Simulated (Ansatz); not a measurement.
Planning a run of Ansatz 0.2.0 on GaCuSe2 (I-42d). The input:

```yaml
crystal:
  lattice:
    - [-2.80955, 2.80955, 5.513]
    - [2.80955, -2.80955, 5.513]
    - [2.80955, 2.80955, -5.513]
  atoms:
    - { symbol: Ga, position: [0.5, 0.5, 0.0] }
    - { symbol: Ga, position: [0.25, 0.75, 0.5] }
    - { symbol: Cu, position: [0.0, 0.0, 0.0] }
    - { symbol: Cu, position: [0.75, 0.25, 0.5] }
    - { symbol: Se, position: [0.375, 0.37562, 0.50062] }
    - { symbol: Se, position: [0.62438, 0.125, 0.99938] }
    - { symbol: Se, position: [0.875, 0.87438, 0.49938] }
    - { symbol: Se, position: [0.12562, 0.625, 0.00062] }
kpoints:
  mp_grid: { grid: [6, 6, 6] }
  band_path:
    path:
      - [0.0, 0.0, 0.0]
      - [0.0, 0.0, 0.5]
      - [0.25, 0.25, 0.25]
      - [0.0, 0.5, 0.0]
      - [0.5, 0.5, -0.5]
      - [0.31492883, 0.68507117, -0.31492883]
      - [-0.31492883, 0.31492883, 0.31492883]
      - [-0.12985765, 0.12985765, 0.5]
    npoints: 1
hamiltonian:
  xc: r2scan
  pseudopotentials: { kind: paw, azcp: { folder: soft_1 } }
scf:
  occupations: { method: fixed }
  n_extra_bands: 6
output:
  eigenvalues: true
  forces: true
  stress: true
```

```sh
ansatz run input.yaml --threads 3 --pin off --max-ram 92160MiB --backend cuda --events-out ev --progress --plain --runs-dir out --devices 1 --max-vram 13GiB
```

How long will it take on 1 × NVIDIA H100 80GB HBM3 (shared by 6 runs) with 3 threads of AMD EPYC 7R13 (Zen 3), shared host, and how much memory?

It took 19 s; on shared hardware allow 9.5 s to 38 s. Peak host memory was 1.3 GiB. The sizes that set the cost: 4429 plane waves a state, 30 irreducible k points and 12 SCF cycles.

[Paths, hosts, dates, memory and timing lines, banners, echoed tables and standing remarks are left out of the program output.]

[Logs are printed without paths, hosts, clocks, repeated set-up lines and the standing remarks that a program may print on its own settings, such as how far it seeks lower states.]

[Runs of the session that timed out or met a known fault of the program may be left out.]

[Cells called generated may have been cut or substituted from an entry of the Crystallography Open Database or the Materials Project.]

[Hosts, paths, dates, database ids (printed as entryN), source tags and the programs' standing remarks are cut or masked in the printed files.]
